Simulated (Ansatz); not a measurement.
# How many bands does the GW gap of AlGaAs2 (zincblende [001] superlattice) (P-4m2) need?

Wanted: a G0W0 gap for AlGaAs2 (zincblende [001] superlattice) (P-4m2) that is converged in bands and cutoff, or an estimate of the limit.

Method: G0W0 on PBEsol, plane waves, PAW, in Ansatz 0.2.0.

The structure was built from a prototype and need not be the compound's stable phase.

## (1) Starting point

Symmetry: P-4m2, No. 115, tetragonal system. The conventional cell has a = 4.012 Å, b = 4.012 Å, c = 11.308 Å, α = 90.00°, β = 90.00°, γ = 90.00°. Ga has 4 As at 2.45 Å nearest. Nearest to As lie 4 Ga at 2.45 Å. Nearest to As lie 2 Al at 2.45 Å and 2 Ga at 2.45 Å. Nearest to Al lie 4 As at 2.45 to 2.46 Å. Nearest to As lie 4 Al at 2.46 Å. It derives from GaAs. Farther neighbours are not listed.

The structure was relaxed with PBEsol. The runs that relaxed it are not among those shown. The default PAW set here is soft_2. Its files were made with PBE.

## (2) 137 empty bands, screening to 48 eV

Now the one-shot GW correction: screening in the RPA, then the self-energy of the levels asked for.

Input file input.yaml:

```yaml
crystal:
  lattice:
    - [4.0120320543, 0.0, 0.0]
    - [0.0, 4.0121092256, 0.0]
    - [0.0, 0.0, 11.3078709731]
  atoms:
    - { symbol: Ga, position: [0.0, 0.0, 0.0626570106] }
    - { symbol: As, position: [0.5, 0.0, 0.1872739723] }
    - { symbol: Ga, position: [0.5, 0.5, 0.3118804837] }
    - { symbol: As, position: [0.0, 0.5, 0.4369493004] }
    - { symbol: Al, position: [0.0, 0.0, 0.5619231125] }
    - { symbol: As, position: [0.5, 0.0, 0.6872612803] }
    - { symbol: Al, position: [0.5, 0.5, 0.8125963987] }
    - { symbol: As, position: [0.0, 0.5, 0.9375759023] }
kpoints:
  mp_grid: { grid: [4, 4, 2] }
hamiltonian:
  xc: pbesol
scf:
  occupations: { method: fixed }
gw:
  n_empty_bands: 137
  ecut_chi: 48
  qp_bands: [v2, c2]
  qp_kpoints: band_edges
  screening: { model: contour_deformation }
```

Started as:

```
$ ansatz run input.yaml --threads 3 --pin off --max-ram 92160MiB --backend cuda --events-out ev --progress --plain --runs-dir out --devices 1 --max-vram 13GiB  # rebuilt from the run's record
```

Numbers of over 12 decimals in the logs are rounded to 6 here.

The program printed:

```text
Warning: 4 symmetry operations that the atoms keep within the bar at which the run's group was sought (crystal.symmetry.tolerance 1.0e-5, or twice it) were not taken beside the 4 unitary ones that the detection took (of a slab, those that keep its plane). If the more symmetric cell is meant, write the vectors of crystal.lattice to more decimals, or, with the positions in fractional coordinates, give it by lengths and [...]
GPUs: using 1 of 1 available (devices: 1).
Engine: ansatz 0.2.0, x86_64-unknown-linux-gnu
Pseudopotentials: kind: paw
Pseudopotential: Ga, paw, valence charge 13, recommended cutoff 420 eV (normal), Ga.paw.azcp
Pseudopotential: As, paw, valence charge 15, recommended cutoff 420 eV (normal), As.paw.azcp
Pseudopotential: Al, paw, valence charge 3, recommended cutoff 420 eV (normal), Al.paw.azcp
Functional definition: PBEsol
  exchange = pbesol_x
  correlation = pbesol_c
device memory: the entry about to start is reckoned to put 2.7 GiB on a device that reports 49.7 GiB free (of which the cap on the GPU budget leaves the run 13.0 GiB)
GPU FFT provider: cuFFT
GPU libraries: cuBLAS 13.8.2, cuFFT 12.4.0, cuSOLVER 12.3.4
Crystal: 8 atoms, lattice volume = 182.020 Å³
Basis set: ecut = 420 eV, 3549 PW (Γ)
Bands: 56, of which v1, the nominal top of the filled ones, is band 46 counted from 1 (45 counted from 0)
Symmetry: 4 space group operations
Space group: Pmm2 (ITA 25), of the structure as read, at distance tolerance 5.7e-5 Å
k-points: 18 of 32
Non-local potential: Ga, projectors of the file, l = 0: 2, l = 1: 2, l = 2: 3, l = 3: 1
Non-local potential: As, projectors of the file, l = 0: 2, l = 1: 2, l = 2: 3, l = 3: 1
Non-local potential: Al, projectors of the file, l = 0: 2, l = 1: 2, l = 2: 1
PAW form: soft (Blöchl's): semilocal exchange-correlation on the pseudo side does not see the compensation charge
PAW frozen core: Ga, regenerated for the run's functional, and the local potential with it (the file was generated under x = pbe(κ = 0.804, μ = 0.219515), c = pbe(β = 0.066725))
PAW frozen core: As, regenerated for the run's functional, and the local potential with it (the file was generated under x = pbe(κ = 0.804, μ = 0.219515), c = pbe(β = 0.066725))
PAW frozen core: Al, regenerated for the run's functional, and the local potential with it (the file was generated under x = pbe(κ = 0.804, μ = 0.219515), c = pbe(β = 0.066725))
PAW one-centre angular grid: Ga, 590 points (default); XC on 64 Gauss nodes
PAW one-centre angular grid: As, 590 points (default); XC on 64 Gauss nodes
PAW one-centre angular grid: Al, 110 points (default); XC on 64 Gauss nodes
Initial density: superposition of atomic densities (neutral atoms: chi_scale 0, normalization atom), corrected by the library's trained network
Initial wavefunctions: pseudopotential atomic-orbital guess
GPU buffer pool allocated for 58320 grid points (all kernels)
GPU transforms: local potential and band sums: pruned to the plane-wave sphere, on 27×27×75
Functional: x = pbesol(κ = 0.804, μ = 0.123457), c = pbesol(β = 0.046)
SCF iter   1: F=—  HF=-27790.387577 eV  |F-HF|=—  |Δ(HF+E_count)|=         —  Δρ=2.40e-3  dr2=1.86e-2  ethr=1.77e-3  ⟨swp⟩=4.7  Hψ=3221  notcnv=0  defer=121
preconditioner: auto → Resta (q_TF=auto, 2.435 Å⁻¹)  ε∞=3.5  [insulator: Δε(μ)=1.054 eV  Ē_g=12.528 eV  n_scr=48 (ndim 8)  ℏωp=19.8 eV  f_vac=0.039  ε∞_Penn≈3.5]
SCF iter   2: F=—  HF=-27790.379500 eV  |F-HF|=—  |Δ(HF+E_count)|=   8.08e-3  Δρ=1.34e-3  dr2=5.08e-3  ethr=2.02e-5  ⟨swp⟩=3.1  Hψ=2035  notcnv=0  defer=144
SCF iter   3: F=—  HF=-27790.378896 eV  |F-HF|=—  |Δ(HF+E_count)|=   6.05e-4  Δρ=4.59e-4  dr2=7.51e-4  ethr=5.52e-6  ⟨swp⟩=2.9  Hψ=1407  notcnv=0  defer=144
SCF iter   4: F=—  HF=-27790.378946 eV  |F-HF|=—  |Δ(HF+E_count)|=   5.08e-5  Δρ=1.81e-4  dr2=1.01e-4  ethr=8.17e-7  ⟨swp⟩=2.0  Hψ=1423  notcnv=0  defer=144
SCF iter   5: F=—  HF=-27790.378926 eV  |F-HF|=—  |Δ(HF+E_count)|=   1.99e-5  Δρ=9.55e-5  dr2=1.34e-5  ethr=1.10e-7  ⟨swp⟩=2.0  Hψ=1386  notcnv=0  defer=92
SCF iter   6: F=—  HF=-27790.378942 eV  |F-HF|=—  |Δ(HF+E_count)|=   1.54e-5  Δρ=1.97e-5  dr2=7.75e-7  ethr=1.45e-8  ⟨swp⟩=2.0  Hψ=1383  notcnv=0  defer=89
SCF iter   7: F=-27790.378942 eV  HF=-27790.378943 eV  |F-HF|=2.55e-8  |Δ(HF+E_count)|=   6.38e-7  Δρ=5.47e-6  dr2=9.84e-8  ethr=1.09e-10  ⟨swp⟩=8.0  Hψ=4388  notcnv=0
SCF 1 converged in 7 iterations: F = -27790.378942 eV  dr2 = 9.84e-8
  greatest PAW one-centre occupation: 0.999 electrons in one spin orbital (limit 2), on the As atom at site 1 (counted from 0), in its partial waves of l = 2
device memory: the entry about to start is reckoned to put 3.4 GiB (of the 3.4 GiB reckoned in all, the device holds 0.1 GiB already) on a device that reports 48.2 GiB free (of which the cap on the GPU budget leaves the run 12.9 GiB)
NSCF: frozen V_eff on 18 k-points
the band table was solved once the SCF had ended and its energy, with any forces and stress, was formed, with the checks that follow a solve (4403 applications of the Hamiltonian). They found nothing against the state; the energy, forces and stress were not computed again (output.eigenvalues in the input reference)
device memory: the entry about to start is reckoned to put 4.6 GiB on a device that reports 48.3 GiB free (of which the cap on the GPU budget leaves the run 13.0 GiB)
NSCF: frozen V_eff on 18 k-points
G₀W₀ screening: q 1/18
[... further progress lines ...]
SCF converged after 7 iterations
Free energy (F): -27790.378942 eV
Harris-Foulkes:  -27790.378943 eV  (|F-HF|=2.55e-8)
Internal energy: -27790.378942 eV  (E = F + TS)
E sigma→0 (E₀):  -27790.378942 eV
Fermi energy:    7.114847 eV
--- Per-component energies (eV) ---
  E_band       = -1186.365502
  E_kinetic    = 692.319953
  E_local      = -13456.614703  (includes V_loc(G=0)·N_el)
  E_nonlocal   = -1799.330105
  E_hartree    = 6888.932720
  E_xc         = -530.145346
  E_vxc        = -491.187203  (∫ρ·V_xc dr)
  E_paw        = -11982.881585  (= ΣΔE_a)
  E_vpaw       = 90.567805  (= ΣTr[D̂ρ^β])
  E_aug_tail   = -0.000252  (compensation charges beyond the density's cutoff)
  E_ewald      = -7608.289572
  E_core_change = 5.629948  (= ΣΔE_core)
  E_smearing   = -0.000000  (= −TS)
  E_closure    = 0.000000  (closes the sum)
  Σ components = -27790.378942   (vs F -27790.378942, Δ=0.00e0)
--- Band table (eV; the first three rows and the last of 18) ---
  k-point 0: bands = [... 42 lower, 5.5896, 7.1124, 7.1147, 7.1148, 8.1768, 8.4337, 8.9031, 9.3825, ... 6 higher]
  k-point 1: bands = [... 42 lower, 6.4010, 6.4011, 6.6524, 6.6526, 8.4841, 8.8035, 9.3214, 9.3779, ... 6 higher]
  k-point 2: bands = [... 42 lower, 5.8138, 5.8340, 5.9282, 6.8913, 9.0629, 9.4619, 9.6850, 10.1190, ... 6 higher]
  k-point 17: bands = [... 42 lower, 4.2695, 4.3023, 4.3237, 4.3442, 9.2715, 9.5024, 9.5983, 9.8294, ... 6 higher]
--- G₀W₀: contour deformation, 6 samples at zero and on the imaginary axis and 1 off it, 32 q-points, 137 empty bands' worth ---
  eigenvalues of the whole cell's RPA ε∞ on this k-mesh (on a slab, of 1 + 4πα/V) = 17.5846, 20.3072, 20.3082; static W/v taken at q = 0 is 0.050525
  gw.qp_kpoints: band_edges: 12 of 18 stored k-points solved, in 1 pass; an edge of the gap read off the rows below is read off those points alone
    valence top: of the k-points left out ik 5 came nearest to being solved in a further pass, in band 46 (counted from 1, as in the quasiparticle table): it holds the edge there only if its correction is more favourable than any solved in that band by at least 0.977 eV; those differ by 0.180 eV
    conduction bottom: of the k-points left out ik 13 came nearest to being solved in a further pass, in band 47 (counted from 1, as in the quasiparticle table): it holds the edge there only if its correction is more favourable than any solved in that band by at least 0.846 eV; those differ by 0.578 eV
  `?` marks the rows in doubt; gw_qp.tsv's column doubts and the gw_qp event give each row's grounds
    ik  band        ε_KS         Σx   Σc(E_QP)       V_xc       Z   E_QP_lin       E_QP  E_QP is
     0    45      7.1147   -16.4142     1.6966   -14.7239  0.7660     7.1210     7.1210  root
     0    46      7.1148   -16.4144     1.6967   -14.7240  0.7660     7.1212     7.1212  root
     0    47      8.1768   -10.4644    -3.3317   -14.6546  0.7761     9.0659     9.0353  root ?
     0    48      8.4337    -6.2106    -3.5883   -10.1126  0.7789     8.7497     8.7474  root
     1    45      6.6524   -16.1461     1.7556   -14.3518  0.7615     6.6137     6.6137  root
     1    46      6.6526   -16.1462     1.7556   -14.3519  0.7615     6.6139     6.6139  root
     1    47      8.4841    -6.2982    -3.5747   -10.2152  0.7764     8.8291     8.8264  root
     1    48      8.8035    -6.8147    -3.5724   -10.7253  0.7785     9.1443     9.1416  root
     2    45      5.9282   -15.3426     1.7657   -13.5075  0.7562     5.8587     5.8589  root
     2    46      6.8913   -16.3787     1.7788   -14.5931  0.7637     6.8845     6.8845  root
     2    47      9.0629    -6.8914    -3.6608   -10.9661  0.7751     9.4811     9.4767  root
     2    48      9.4619    -9.7589    -3.5008   -13.9881  0.7691    10.2087    10.1903  root
     3    45      6.5748   -15.9472     1.6645   -14.2686  0.7631     6.5606     6.5606  root
     3    46      6.6238   -16.3103     1.8171   -14.4634  0.7613     6.5940     6.5940  root
     3    47      8.7363    -9.3243    -3.4294   -13.4738  0.7741     9.4732     9.4563  root
     3    48      9.2008    -8.3536    -3.6029   -12.5439  0.7736     9.7981     9.7881  root
     4    45      6.1478   -15.8670     1.8465   -13.9690  0.7584     6.0962     6.0963  root
     4    46      6.1495   -16.3045     1.9977   -14.2586  0.7571     6.1012     6.1012  root
     4    47      8.5237    -9.0733    -3.4029   -13.1325  0.7760     9.1927     9.1800  root
     4    48      8.5544    -9.0448    -3.4096   -13.1040  0.7758     9.2164     9.2040  root
     6    45      5.9283   -15.3428     1.7657   -13.5077  0.7562     5.8588     5.8590  root
     6    46      6.8911   -16.3785     1.7788   -14.5930  0.7637     6.8843     6.8843  root
     6    47      9.0625    -6.8915    -3.6608   -10.9661  0.7751     9.4808     9.4764  root
     6    48      9.4619    -9.7588    -3.5007   -13.9879  0.7691    10.2087    10.1903  root
     7    45      6.5748   -15.9473     1.6645   -14.2685  0.7631     6.5605     6.5605  root
[...]
15    45      5.3110   -15.5326     2.1603   -13.2339  0.7467     5.1721     5.1726  root
    15    46      5.3142   -15.5859     2.1397   -13.3182  0.7477     5.1857     5.1861  root
    15    47      9.2197    -6.9953    -3.5962   -11.0282  0.7750     9.6613     9.6564  root
    15    48      9.2772    -7.2419    -3.5870   -11.2734  0.7747     9.7268     9.7217  root
    16    45      4.6971   -15.4246     2.3731   -12.8775  0.7381     4.5222     4.5231  root
    16    46      4.6971   -15.4246     2.3731   -12.8775  0.7381     4.5222     4.5231  root
    16    47      8.4211    -6.0593    -3.4829    -9.8222  0.7812     8.7029     8.7012  root
    16    48      8.4562    -6.1291    -3.4892    -9.8941  0.7815     8.7337     8.7320  root
```

Elapsed: 16 s, on 1 × NVIDIA H100 80GB HBM3 (shared by 6 runs) with 3 threads of AMD EPYC 7R13 (Zen 3), shared host; peak memory 1.4 GiB.

In the SCF lines HF is the Harris–Foulkes energy and dr2 the Hartree energy of the density residual, in eV; the loop may stop once dr2 is under the threshold and the program's other checks hold. Hψ counts applications of the Hamiltonian.

Numbers from this step:

```yaml
bands_summed: 183
rpa_eps_infinity_on_this_mesh_eigenvalues: 17.58, 20.31, 20.31
plane_waves_in_the_screening_matrix: 145
q_points_in_the_mesh: 32
g0w0_gap_on_the_mesh: 1.580 eV
k_of_the_valence_top: 0, 0, 0
k_of_the_conduction_bottom: -0.5, -0.5, 0
starting_gap_on_the_mesh: 1.062 eV
z_at_the_valence_top: 0.7660
z_at_the_conduction_bottom: 0.7812
least_direct_g0w0_gap_on_the_computed_points: 1.626 eV
```

The gap on the mesh goes from 1.06 eV to 1.58 eV, a correction of +0.52 eV, though a band edge has moved to another state.

## (3) 543 empty bands, screening to 120 eV

Another rung: the empty bands reach about as high as the screening cutoff, so the two stay in balance.

Changes to input.yaml since step 2:

```diff
@@ -21,4 +21,4 @@
 gw:
-  n_empty_bands: 137
-  ecut_chi: 48
+  n_empty_bands: 543
+  ecut_chi: 120.0
   qp_bands: [v2, c2]
```

The program printed:

```text
[...]
GPUs: using 1 of 1 available (devices: 1).
[...]
GPU FFT provider: cuFFT
GPU libraries: cuBLAS 13.8.2, cuFFT 12.4.0, cuSOLVER 12.3.4
Crystal: 8 atoms, lattice volume = 182.020 Å³
Basis set: ecut = 420 eV, 3549 PW (Γ)
Bands: 56, of which v1, the nominal top of the filled ones, is band 46 counted from 1 (45 counted from 0)
Symmetry: 4 space group operations
[...]
k-points: 18 of 32
[...]
GPU buffer pool allocated for 58320 grid points (all kernels)
[...]
SCF iter   1: F=—  HF=-27790.387577 eV  |F-HF|=—  |Δ(HF+E_count)|=         —  Δρ=2.40e-3  dr2=1.86e-2  ethr=1.77e-3  ⟨swp⟩=4.7  Hψ=3221  notcnv=0  defer=121
[...]
SCF iter   7: F=-27790.378942 eV  HF=-27790.378943 eV  |F-HF|=2.55e-8  |Δ(HF+E_count)|=   6.38e-7  Δρ=5.47e-6  dr2=9.84e-8  ethr=1.09e-10  ⟨swp⟩=8.0  Hψ=4388  notcnv=0
SCF 1 converged in 7 iterations: F = -27790.378942 eV  dr2 = 9.84e-8
[...]
NSCF: frozen V_eff on 18 k-points
[...]
G₀W₀ screening: q 1/18
[... further progress lines ...]
SCF converged after 7 iterations
Free energy (F): -27790.378942 eV
[...]
Internal energy: -27790.378942 eV  (E = F + TS)
E sigma→0 (E₀):  -27790.378942 eV
Fermi energy:    7.114847 eV
[...]
--- Band table (eV; the first three rows and the last of 18) ---
  k-point 0: bands = [... 42 lower, 5.5896, 7.1124, 7.1147, 7.1148, 8.1768, 8.4337, 8.9031, 9.3825, ... 6 higher]
  k-point 1: bands = [... 42 lower, 6.4010, 6.4011, 6.6524, 6.6526, 8.4841, 8.8035, 9.3214, 9.3779, ... 6 higher]
  k-point 2: bands = [... 42 lower, 5.8138, 5.8340, 5.9282, 6.8913, 9.0629, 9.4619, 9.6850, 10.1190, ... 6 higher]
  k-point 17: bands = [... 42 lower, 4.2695, 4.3023, 4.3237, 4.3442, 9.2715, 9.5024, 9.5983, 9.8294, ... 6 higher]
[...]
0    45      7.1147   -16.4142     1.2042   -14.7239  0.7610     6.6228     6.6287  root
     0    46      7.1148   -16.4144     1.2043   -14.7240  0.7610     6.6230     6.6288  root
     0    47      8.1768   -10.4644    -3.7945   -14.6546  0.7738     8.5758     8.5724  root
     0    48      8.4337    -6.2106    -3.8074   -10.1126  0.7783     8.5285     8.5283  root
     1    45      6.6524   -16.1461     1.3107   -14.3518  0.7573     6.1628     6.1688  root
     1    46      6.6526   -16.1462     1.3107   -14.3519  0.7573     6.1630     6.1690  root
     1    47      8.4841    -6.2982    -3.8084   -10.2152  0.7755     8.5929     8.5926  root
     1    48      8.8035    -6.8147    -3.8163   -10.7253  0.7777     8.8979     8.8977  root
[...]
16    45      4.6971   -15.4246     1.9898   -12.8775  0.7349     4.1290     4.1399  root
    16    46      4.6971   -15.4246     1.9898   -12.8775  0.7349     4.1290     4.1399  root
    16    47      8.4211    -6.0593    -3.6978    -9.8222  0.7806     8.4864     8.4863  root
    16    48      8.4562    -6.1291    -3.7012    -9.8941  0.7809     8.5201     8.5200  root
```

Elapsed: 60 s, on 1 × NVIDIA H100 80GB HBM3 (shared by 6 runs) with 3 threads; peak memory 2.6 GiB; 1.7 min of CPU time.

Numbers from this step:

```yaml
bands_summed: 589
rpa_eps_infinity_on_this_mesh_eigenvalues: 17.23, 19.85, 19.85
plane_waves_in_the_screening_matrix: 529
q_points_in_the_mesh: 32
g0w0_gap_on_the_mesh: 1.857 eV
k_of_the_valence_top: 0, 0, 0
k_of_the_conduction_bottom: -0.5, -0.5, 0
starting_gap_on_the_mesh: 1.062 eV
z_at_the_valence_top: 0.7610
z_at_the_conduction_bottom: 0.7806
least_direct_g0w0_gap_on_the_computed_points: 1.899 eV
```

Against the run with 4×4×2 mesh, 137 empty bands, screening to 48 eV, the gap moves by +0.28 eV.

## (4) The runs together

Times are wall times on 1 × NVIDIA H100 80GB HBM3 (shared by 6 runs) with 3 threads of AMD EPYC 7R13 (Zen 3), shared host, good to a factor of about two.

| mesh | files | frequency | bands summed | cutoff (eV) | start (eV) | G0W0 (eV) | time | host memory (GiB) |
| --- | --- | --- | --- | --- | --- | --- | --- | --- |
| 4×4×2 | default PAW | contour deformation | 183 | 48 | 1.062 | 1.580 | 16 s | 1.4 |
| 4×4×2 | default PAW | contour deformation | 589 | 120 | 1.062 | 1.857 | 60 s | 2.6 |

The parts of the quasiparticle energy at the two band edges (eV; QP = start + Σx + Σc − Vxc):

| run | edge | start | Σx | Σc | Vxc | Z | QP |
| --- | --- | --- | --- | --- | --- | --- | --- |
| 183 bands | valence top | 7.11 | -16.41 | 1.70 | -14.72 | 0.77 | 7.12 |
| 183 bands | conduction bottom | 8.42 | -6.06 | -3.48 | -9.82 | 0.78 | 8.70 |
| 589 bands | valence top | 7.11 | -16.41 | 1.20 | -14.72 | 0.76 | 6.63 |
| 589 bands | conduction bottom | 8.42 | -6.06 | -3.70 | -9.82 | 0.78 | 8.49 |

 Where G0W0 reorders the edges (183 bands and 589 bands), the two states listed lie further apart at the start than the starting gap.

## (5) Outcome

```
183 bands, 48 eV                    : 1.580 eV
589 bands, 120 eV                   : 1.857 eV
estimated limit in bands and cutoff : 1.98 eV
mesh and start                      : 4×4×2, PBEsol
```

**Reading.** A line in one over the bands through the two rungs gives 1.98 eV, +0.13 eV from the top rung; with two points alone it is an unchecked estimate. The rungs stand 0.40 eV (183 bands) and 0.13 eV (589 bands) from it. From 183 to 589 bands the gap moves by +0.28 eV while the time grows 3.8-fold. Σc changes by −0.49 eV at the valence top and −0.21 eV at the conduction bottom, so the valence edge carries most of the change. The 4×4×2 mesh is coarse for this cell (its supercell is 16 Å along the shortest edge). The RPA ε∞ on it, from the PBEsol start, is 17.23 and 19.85; such meshes misread the long-range screening, most where the gap is narrow. The many-body steps are scalar-relativistic: spin-orbit coupling is not in them.

[Paths, hosts, dates, memory and timing lines, banners, echoed tables and standing remarks are left out of the program output.]

[Logs are printed without paths, hosts, clocks, repeated set-up lines and the standing remarks that a program may print on its own settings, such as how far it seeks lower states.]

[Runs of the session that timed out or met a known fault of the program may be left out.]

[Cells called generated may have been cut or substituted from an entry of the Crystallography Open Database or the Materials Project.]

[Hosts, paths, dates, database ids (printed as entryN), source tags and the programs' standing remarks are cut or masked in the printed files.]
